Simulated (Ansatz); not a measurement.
# Direct or indirect: MoS2 (P6_3/mmc)

```yaml
crystal:
  lattice:
    - [3.16900, 0.00000, 0.00000]
    - [-1.58450, 2.74443, 0.00000]
    - [0.00000, 0.00000, 12.32400]
  atoms:
    - { symbol: Mo, position: [0.66667, 0.33333, 0.75000] }
    - { symbol: Mo, position: [0.33333, 0.66667, 0.25000] }
    - { symbol: S, position: [0.66667, 0.33333, 0.37700] }
    - { symbol: S, position: [0.33333, 0.66667, 0.87700] }
    - { symbol: S, position: [0.66667, 0.33333, 0.12300] }
    - { symbol: S, position: [0.33333, 0.66667, 0.62300] }
```

Method: Ansatz, PBE, independent particles, without spin-orbit coupling, line width 0.1 eV (Gaussian). The band structure gives a fundamental gap of 0.93 eV. The spectrum of vertical transitions near the edge:

```csv
E (eV),"Im ε, E ∥ xy","Im ε, E ∥ z"
0.48,0.00,0.00
0.60,0.00,0.00
0.72,0.00,0.00
0.84,0.00,0.00
0.96,0.00,0.00
1.08,0.00,0.00
1.20,0.00,0.00
1.32,0.00,0.00
1.44,0.00,0.00
1.56,0.25,0.00
1.68,2.49,0.00
1.80,6.48,0.00
1.92,8.05,0.01
2.04,7.92,0.02
2.16,9.01,0.08
2.28,14.43,0.76
2.40,23.55,3.83
2.52,28.62,6.01
2.64,28.45,5.69
2.76,28.68,5.28
2.88,29.62,4.94
```

Q: Is the gap direct or indirect, and about where do vertical transitions set in?

A: Indirect, by the band path, whose least direct gap is 1.65 eV. The curves fit this: they stay near zero above 0.93 eV and rise only from about 1.7 eV, though a forbidden direct transition would look alike. Lines are broadened by 0.1 eV, which spreads the edge, and phonons, which would give weak absorption from the fundamental gap up, are left out.

[Logs are printed without paths, hosts, clocks, repeated set-up lines and the standing remarks that a program may print on its own settings, such as how far it seeks lower states.]
